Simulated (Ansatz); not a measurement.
# Where Al_P (site 2) puts its levels in the gap of Al2GaP3O12 (C2)

Charge states of Al_P (site 2) in Al2GaP3O12 (C2), set against the band edges. Model: a cell of 72 host atoms with 1 P taken out and 1 Al put in.

Program: Ansatz 0.2.0. Level of theory: place-levels on PBEsol runs: charge-transition levels and formation energies with image-charge correction and potential alignment at the atomic sites. Results are calculated unless marked as measured.

### 1. Starting point

The cell holds 72 atoms: 9 Al, 4 Ga, 11 P and 48 O. Cell: a = 9.916 Å, b = 9.916 Å, c = 11.035 Å, α = 90.6°, β = 90.6°, γ = 60.3°. It derives from Al2GaP3O12 (space group C2). Nearest the centre at fractional (0.734, 0.266, 0.000): Al40 at 0.00 Å, O52 at 1.53 Å, O49 at 1.53 Å, O48 at 1.54 Å, O45 at 1.54 Å, Al37 at 3.10 Å, Al38 at 3.10 Å, Al55 at 3.11 Å.

Structure file:

```xyz
72
Lattice="8.5754 -4.9779 -0.0427 8.5754 4.9779 -0.0427 -0.0839 0.0000 11.0343" Properties=species:S:1:pos:R:3 pbc="T T T"
Al    6.5830    1.1542    1.8145
Al    1.9086    1.1542    9.1771
Ga    4.2458    0.1649    5.4958
P     4.2877    0.1560   -0.0214
P     2.2619   -1.3238    7.3527
P     6.2296   -1.3238    3.6389
O     5.6028    1.2141    6.1144
O     6.7913   -0.4282    2.5223
O     4.7286   -0.7388    9.8798
O     2.8887    1.2141    4.8772
O     1.7002   -0.4282    8.4693
O     3.7629   -0.7388    1.1118
O     5.3988    1.0608    0.5290
O     6.7076   -0.2625    7.8694
O     4.8330   -0.8364    4.0824
O     3.0927    1.0608   10.4626
O     1.7840   -0.2625    3.1222
O     3.6585   -0.8364    6.9092
Al   10.8707    3.6432    1.7932
Al    6.1963    3.6432    9.1557
Ga    8.5335    2.6539    5.4744
P     8.5754    2.6450   -0.0427
P     6.5496    1.1652    7.3313
P    10.5174    1.1652    3.6175
O     9.8905    3.7031    6.0931
O    11.0791    2.0608    2.5010
O     9.0163    1.7502    9.8584
O     7.1764    3.7031    4.8558
O     5.9879    2.0608    8.4479
O     8.0506    1.7502    1.0905
O     9.6865    3.5498    0.5077
O    10.9953    2.2265    7.8480
O     9.1207    1.6526    4.0611
O     7.3804    3.5498   10.4412
O     6.0717    2.2265    3.1008
O     7.9463    1.6526    6.8878
Al   10.8707   -1.3348    1.7932
Al    6.1963   -1.3348    9.1557
Ga    8.5335   -2.3241    5.4744
Al    8.5754   -2.3330   -0.0427
P     6.5496   -3.8128    7.3313
P    10.5174   -3.8128    3.6175
O     9.8905   -1.2749    6.0931
O    11.0791   -2.9172    2.5010
O     9.0163   -3.2278    9.8584
O     7.1764   -1.2749    4.8558
O     5.9879   -2.9172    8.4479
O     8.0506   -3.2278    1.0905
O     9.6865   -1.4282    0.5077
O    10.9953   -2.7515    7.8480
O     9.1207   -3.3253    4.0611
O     7.3804   -1.4282   10.4412
O     6.0717   -2.7515    3.1008
O     7.9463   -3.3253    6.8878
Al   15.1584    1.1542    1.7718
Al   10.4840    1.1542    9.1343
Ga   12.8212    0.1649    5.4531
P    12.8631    0.1560   -0.0641
P    10.8373   -1.3238    7.3100
P    14.8051   -1.3238    3.5962
O    14.1782    1.2141    6.0717
O    15.3668   -0.4282    2.4796
O    13.3041   -0.7388    9.8370
O    11.4641    1.2141    4.8345
O    10.2756   -0.4282    8.4265
O    12.3383   -0.7388    1.0691
O    13.9742    1.0608    0.4863
O    15.2830   -0.2625    7.8267
O    13.4084   -0.8364    4.0397
O    11.6681    1.0608   10.4198
O    10.3594   -0.2625    3.0795
O    12.2340   -0.8364    6.8664
```

The host's dielectric constants go in as inputs: (2.54, 2.50, 2.55) for the electrons alone, (5.26, 4.93, 5.05) with the ions, from a response run on this crystal (DFPT, PBEsol) at that run's own cell.

The cell's shortest repeat is 9.9 Å.

### 2. Charge states

Levels follow from differences of total energies between charge states, each relaxed by itself.

Random displacements of about 0.05 Å break the site symmetry at the start, so that the relaxation can reach a distorted minimum if there is one. Forces are taken at one point at (¼, ¼, ¼). The cell holds 2 electrons more than the neutral one, with a uniform background that keeps it neutral on the whole.

The sampling was tested on the host first: at the k-points planned (1x1x1 shifted 0.25 0.25 0.25) its energy lies 0.000 eV an atom from the dense-mesh value, under the bound of 0.02 eV set for this test; that bounds the host's error, not the defect's.

One state's input; the others differ in charge, spin, start and seed, and in occupations where the table says so.

qm2.relax/input.yaml reads:

```yaml
crystal:
  lattice:
    - [4.28770641, -2.488974, -0.021359]
    - [4.28770641, 2.488974, -0.021359]
    - [-0.08386766, 0.0, 11.03430385]
  atoms:
    - { symbol: Al, position: [0.53742837, 1.00115911, 0.16742231] }
    - { symbol: Al, position: [-0.00115911, 0.46257163, 0.83257769] }
    - { symbol: Ga, position: [0.46687149, 0.53312851, 0.5] }
    - { symbol: P, position: [0.46866256, 0.53133744, 0.0] }
    - { symbol: P, position: [0.53622095, 0.00436425, 0.66739529] }
    - { symbol: P, position: [0.99563575, 0.46377905, 0.33260471] }
    - { symbol: O, position: [0.41491108, 0.90269527, 0.55667821] }
    - { symbol: O, position: [0.88023829, 0.7082051, 0.2316637] }
    - { symbol: O, position: [0.70861373, 0.41177823, 0.89753616] }
    - { symbol: O, position: [0.09730473, 0.58508892, 0.44332179] }
    - { symbol: O, position: [0.2917949, 0.11976171, 0.7683363] }
    - { symbol: O, position: [0.58822177, 0.29138627, 0.10246384] }
    - { symbol: O, position: [0.41696096, 0.8431612, 0.05038338] }
    - { symbol: O, position: [0.84192302, 0.73646143, 0.71622935] }
    - { symbol: O, position: [0.73524119, 0.39921406, 0.37217115] }
    - { symbol: O, position: [0.1568388, 0.58303904, 0.94961662] }
    - { symbol: O, position: [0.26353857, 0.15807698, 0.28377065] }
    - { symbol: O, position: [0.60078595, 0.26475881, 0.62782885] }
  supercell: [2, 2, 1]
  defects: [{ substitution: { at: 39, symbol: Al } }]
total_charge: -2
basis:
  ecutwfc: 420
  xc_grid: 2
hamiltonian:
  xc: pbesol
kpoints:
  mp_grid: { grid: [1, 1, 1], shift: [0.25, 0.25, 0.25] }
scf:
  occupations: { method: fixed }
  max_iter: 80
output:
  forces: true
  charged_corrections: { epsilon: [2.54, 2.5, 2.55], static_epsilon: [5.26, 4.93, 5.05] }
relax:
  f_tol: 0.02
  max_steps: 80
  random_displacement: { amplitude: 0.05, seed: 7638 }
checkpoint:
  write: "../qm2.relax.run"
  compress: false
  write_wavefunctions: true
  write_every: 100000
```

Run with:

```bash
$ ansatz run input.yaml --threads 4 --pin off --max-ram 7536MiB --backend cpu --events-out ev --progress --plain --runs-dir out
```

Defect states can disperse in a cell of this size, so the energy is taken again at a 2×2×2 shifted mesh, on the relaxed structure.

The run of this state that the levels use, under PBEsol:

qm2.point/input.yaml reads:

```yaml
crystal:
  checkpoint: "../qm2.relax.run"
  host: checkpoint
total_charge: -2
basis:
  ecutwfc: 420
  xc_grid: 2
hamiltonian:
  xc: pbesol
kpoints:
  mp_grid: { grid: [2, 2, 2], shift: [0.5, 0.5, 0.5] }
scf:
  occupations: { method: fermi_dirac, width: 0.01 }
  max_iter: 80
output:
  forces: true
  eigenvalues: true
  charged_corrections:
    epsilon: [2.54, 2.5, 2.55]
    static_epsilon: [5.26, 4.93, 5.05]
    defect_position: [0.734331, 0.265669, 0.0]
  eigenstates: { localisation: true }
  populations: true
checkpoint:
  read: "../qm2.relax.run"
  write: "../qm2.point.run"
  compress: false
  write_wavefunctions: false
  write_every: 100000
```

Relaxations under PBEsol at one point at (¼, ¼, ¼); times on 4 threads of Arm Neoverse N1, shared host:

```
charge  moment (μB)  occupations        outcome  steps  largest displacement against the far atoms (Å)     time
    −2            0        fixed      converged      7                                            0.44  2.5 min
    −1            1        fixed      converged      9                                            0.37  8.6 min
     0            0        fixed  not converged      -                                               -     91 s
     0            0  fermi-dirac      converged      7                                            0.29  4.6 min
     0            2        fixed      converged      8                                            0.35  7.8 min
```

Single points under PBEsol at a 2×2×2 shifted mesh; times on 4 threads of Arm Neoverse N1, shared host:

```csv
charge,moment (μB),occupations,outcome,time
−2,0,fermi-dirac,converged,2.2 min
−1,1,fermi-dirac,converged,6.6 min
0,0,fermi-dirac,converged,3.7 min
0,2,fermi-dirac,converged,5.9 min
```

Distances (Å) from Al40 to the nearest atoms after relaxation with PBEsol:

```csv
charge,moment (μB),1.,2.,3.,4.,5.,6.
−2,0,O 1.75,O 1.75,O 1.75,O 1.75,Al 3.05,Al 3.05
−1,1,O 1.73,O 1.73,O 1.75,O 1.75,Al 3.12,Al 3.12
0,0,O 1.73,O 1.73,O 1.74,O 1.74,Al 3.19,Al 3.19
0,2,O 1.72,O 1.73,O 1.73,O 1.73,Al 3.22,Al 3.23
```

### 3. place-levels, PBEsol

A charged cell interacts with its images and the background, and its potential has another zero than the host's. place-levels removes the first by a point-charge model, screened by the static dielectric constant since the ions have relaxed around the charge, and the second by comparing potentials at atoms far from the defect.

The host is a run of the defect-free crystal in the same cutoffs, grids and k-points, so that basis and sampling errors cancel in part in the differences. The host is run in a cell of 18 atoms on a matching mesh. Its band edges are searched through the zone by a band path, so the gap is smaller than, or equal to, that on the mesh. Chemical potentials are energies per atom of P (black phosphorus) and Al (fcc), run with the same functional and cutoff.

levels.point.yaml reads:

```yaml
host:
  run: host.point.run
states: [qm2.point.run, qm1_M1.point.run, q0.point.run, q0_M2.point.run]
geometry_from:
  qm2.point.run: qm2.relax.run
  qm1_M1.point.run: qm1_M1.relax.run
  q0.point.run: q0.relax_smeared.run
  q0_M2.point.run: q0_M2.relax.run
  host.point.run: host.relax.run
chemical_potentials:
  P:
    energy: -740.035931
    dataset: <sha256 of the dataset>
  Al:
    energy: -524.553864
    dataset: <sha256 of the dataset>
epsilon: [2.54, 2.5, 2.55]
static_epsilon: [5.26, 4.93, 5.05]
vertical:
  - { from: qm2.point.run, to: qm2.point_neutral.run }
  - { from: qm1_M1.point.run, to: qm1_M1.point_neutral.run }
```

Run with:

```bash
$ ansatz place-levels levels.point.yaml -- --threads 4 --pin off --max-ram 7536MiB
```

Numbers of over 12 decimals in the logs are rounded to 6 here.

Log:

```text
[... repeated set-up lines and file paths are left out, and long positions are rounded to six places ...]
(0/-1) 0.968 eV above the valence edge, 4.139 eV under the conduction edge
(-1/-2) 2.544 eV above the valence edge, 2.562 eV under the conduction edge
formation energy of charge 0: +4.889 eV with the Fermi level at the valence edge
formation energy of charge -1: +5.857 eV with the Fermi level at the valence edge
formation energy of charge -2: +8.401 eV with the Fermi level at the valence edge
vertical -2 to 0: no energy, since no alignment is typed
  the change from vertical[0].from (qm2.point.run) to vertical[0].to (qm2.point_neutral.run): by its potential at epsilon [2.54, 2.5, 2.55] it stands at 0.741 0.260 1.000, with an rms radius of about 3.3 Å (1.7 1.7 2.3 Å across the planes of the cell's [...]
vertical -1 to 0: no energy, since no alignment is typed
  the change from vertical[1].from (qm1_M1.point.run) to vertical[1].to (qm1_M1.point_neutral.run): by its spins about the atoms it stands at 0.772 0.228 0.000, with an rms radius of about 2.3 Å (1.2 1.2 1.5 Å across the planes of the cell's vectors); [...]
  edges by pbesol, gap 5.107 eV; the host is sampled to repeats of 19.91 Å
  the defect's cells are sampled to repeats of 19.91 Å, like sampling
  charge 0: +0.000 eV for its dipole among its images, +0.000 omitted
  charge -1: -54804.4752 eV with its correction of +0.420 eV, at epsilon [5.26, 4.93, 5.05], aligned at sites: -0.0114 eV, mean over 33 atomic sites at or beyond 4.96 Å from the defect at [0.7343, 0.2657, 0.0000], with +0.003794 for the charge's moments and [...]
  charge -2: -54799.5545 eV with its correction of +1.576 eV, at epsilon [5.26, 4.93, 5.05], aligned at sites: +0.0300 eV, mean over 33 atomic sites at or beyond 4.96 Å from the defect at [0.7343, 0.2657, 0.0000], with +0.004831 for the charge's moments and [...]
  charge 0: states[2] (q0.point.run) stands 0.322 eV higher, with a moment of 0.00 μB against 2.00
  states[2] (q0.point.run): levels filled in part (TS 0.022 eV): its energy is of no whole electron's
  of states[3] (q0_M2.point.run): its displacements don't fall off away from the defect: farther atoms stand 0.092 Å off the host's places. [...]
  of states[1] (qm1_M1.point.run): its alignment with the host at atomic sites is doubtful: the mean over the far sites moves by -0.0799 eV from their farther parts to their nearer, more than 0.05 eV. [...]
  of states[0] (qm2.point.run): it parts from the run at its places by a charge that spreads by about 2.3 Å along one vector (1.9 Å or more is wide), by its potential at epsilon [2.54, 2.5, 2.55], taken for that of held ions (one typed too small widens it), [...]
  of states[2] (q0.point.run): its displacements don't fall off away from the defect: farther atoms stand 0.073 Å off the host's places. [...]
  of vertical[0].from (qm2.point.run): its displacements don't fall off away from the defect: farther atoms stand 0.067 Å off the host's places. [...]
  vertical[0].to (qm2.point_neutral.run): levels filled in part (TS 0.023 eV): its energy is of no whole electron's
  of vertical[0].to (qm2.point_neutral.run): its displacements don't fall off away from the defect: farther atoms stand 0.067 Å off the host's places. [...]
  of vertical[1].from (qm1_M1.point.run): its displacements don't fall off away from the defect: farther atoms stand 0.056 Å off the host's places. [...]
  vertical[1].to (qm1_M1.point_neutral.run): levels filled in part (TS 0.022 eV): its energy is of no whole electron's
  of vertical[1].to (qm1_M1.point_neutral.run): its displacements don't fall off away from the defect: farther atoms stand 0.056 Å off the host's places. [...]
```

The job ended after 0.64 s (4 threads of Arm Neoverse N1, shared host).

Levels between the charges placed, in eV above the valence top:

```csv
,gap (eV),(0/−1),(−1/−2)
PBEsol,5.11,0.97,2.54
```

Corrections by state:

```
charge  moment (μB)  image terms and alignment (eV)  band filling (eV)                               ε used  over the lowest of its charge, as the program ranks them, band filling apart (eV)
     0          2.0                           0.000                  -                                    -                                                                              0.000
    −1          1.0                           0.420                  -  principal values (4.93, 5.05, 5.26)                                                                              0.000
    −2          0.0                           1.576                  -  principal values (4.93, 5.05, 5.26)                                                                              0.000
     0          0.0                           0.000                  -                                    -                                                                              0.322
```

The charged structures listed were also run neutral, and place-levels reads from each pair, by the potential or the spins, how wide the charge is by which they differ; that can be the carrier of either run.

| charge | rms radius (Å) | spread where it is widest against the cell (Å) | wide from (Å) | reading |
| --- | --- | --- | --- | --- |
| −1 | 2.3 | 1.24 | 1.49 | narrow |
| −2 | 3.3 | 2.33 | 1.91 | wide |

The neutral runs of these pairs need not share the spin of the lowest neutral state, and very wide values only mean spread over the cell.

From the program's caveats on the states, each cut to its opening words:

- charge 0 (2 μB): its displacements don't fall off away from the defect: farther atoms stand 0.092 Å off the host's places
- charge −1 (1 μB): its alignment with the host at atomic sites is doubtful: the mean over the far sites moves by -0.0799 eV from their farther parts to their nearer, more than [...]
- charge −1 (1 μB): its displacements don't fall off away from the defect: farther atoms stand 0.056 Å off the host's places
- charge −2: it parts from the run at its places by a charge that spreads by about 2.3 Å along one vector (1.9 Å or more is wide), by its potential at epsilon [2.54, 2.5, [...]
- charge −2: its alignment with the host at atomic sites is doubtful: the mean over the far sites moves by -0.1425 eV from their farther parts to their nearer, more than [...]
- charge −2: its displacements don't fall off away from the defect: farther atoms stand 0.067 Å off the host's places
- charge 0: its displacements don't fall off away from the defect: farther atoms stand 0.073 Å off the host's places

Chemical potentials of the elements' reference phases, run alike. Formation energy by charge state (elemental references; gap 5.11 eV):

```
charge  at valence top (eV)  at conduction bottom (eV)  correction included (eV)
     0                 4.89                       4.89                      0.00
    −1                 5.86                       0.75                      0.42
    −2                 8.40                      -1.81                      1.58
```

| Fermi level (eV) | lowest formation energy (eV) |
| --- | --- |
| 0.00 | 4.89 |
| 0.46 | 4.89 |
| 0.93 | 4.89 |
| 1.39 | 4.47 |
| 1.86 | 4.00 |
| 2.32 | 3.54 |
| 2.79 | 2.83 |
| 3.25 | 1.90 |
| 3.72 | 0.97 |
| 4.18 | 0.04 |
| 4.64 | -0.88 |
| 5.11 | -1.81 |

### 4. Results

```
gap of the host                                                             : 5.11 eV (PBEsol)
level (0/minus 1)                                                           : 0.97 eV above the valence top
level (minus 1/minus 2)                                                     : 2.54 eV above the valence top
lowest of the charges placed, just above the valence top (0.02 eV)          : 0
lowest of the charges placed, just below the conduction bottom (0.02 eV)    : −2
lowest formation energy at mid-gap of the charges run, elemental references : 3.29 eV
```

In words: Of the charges placed (−2, −1 and 0), the lowest changes at 0.97 eV (0/−1) and 2.54 eV (−1/−2) above the valence top, in a gap of 5.11 eV. Charges above 0 and below −2 were not placed, so these runs say nothing of levels that involve them. States placed: 0 at 2 μB and 0 μB; −1 at 1 μB; −2 at 0 μB. Other spin states or structures, where not listed, weren't placed. Corrections reach 1.6 eV, so the cell is small for these charges and their levels are rough. The program doubts the alignment of potentials for at least one state, a sign that the cell is small. Limits: PBEsol makes the gap too small and tends to spread out bound carriers; where a gas molecule sets a chemical potential or the host's formation energy, its binding is uncorrected.

[Logs are printed without paths, hosts, clocks, repeated set-up lines and the standing remarks that a program may print on its own settings, such as how far it seeks lower states.]

[Hosts, paths, dates, database ids (printed as entryN), source tags and the programs' standing remarks are cut or masked in the printed files.]

[Where a table of states has a column of steps, it counts the stored structures, which are thinned; the runs took as many ionic steps or more.]

[A defect's name tells the site on which it was built; relaxed atoms can leave that site.]

[For some hosts the program warned that the k-mesh of the response run may be too coarse for force constants and the static dielectric constant; such warnings are not shown here.]
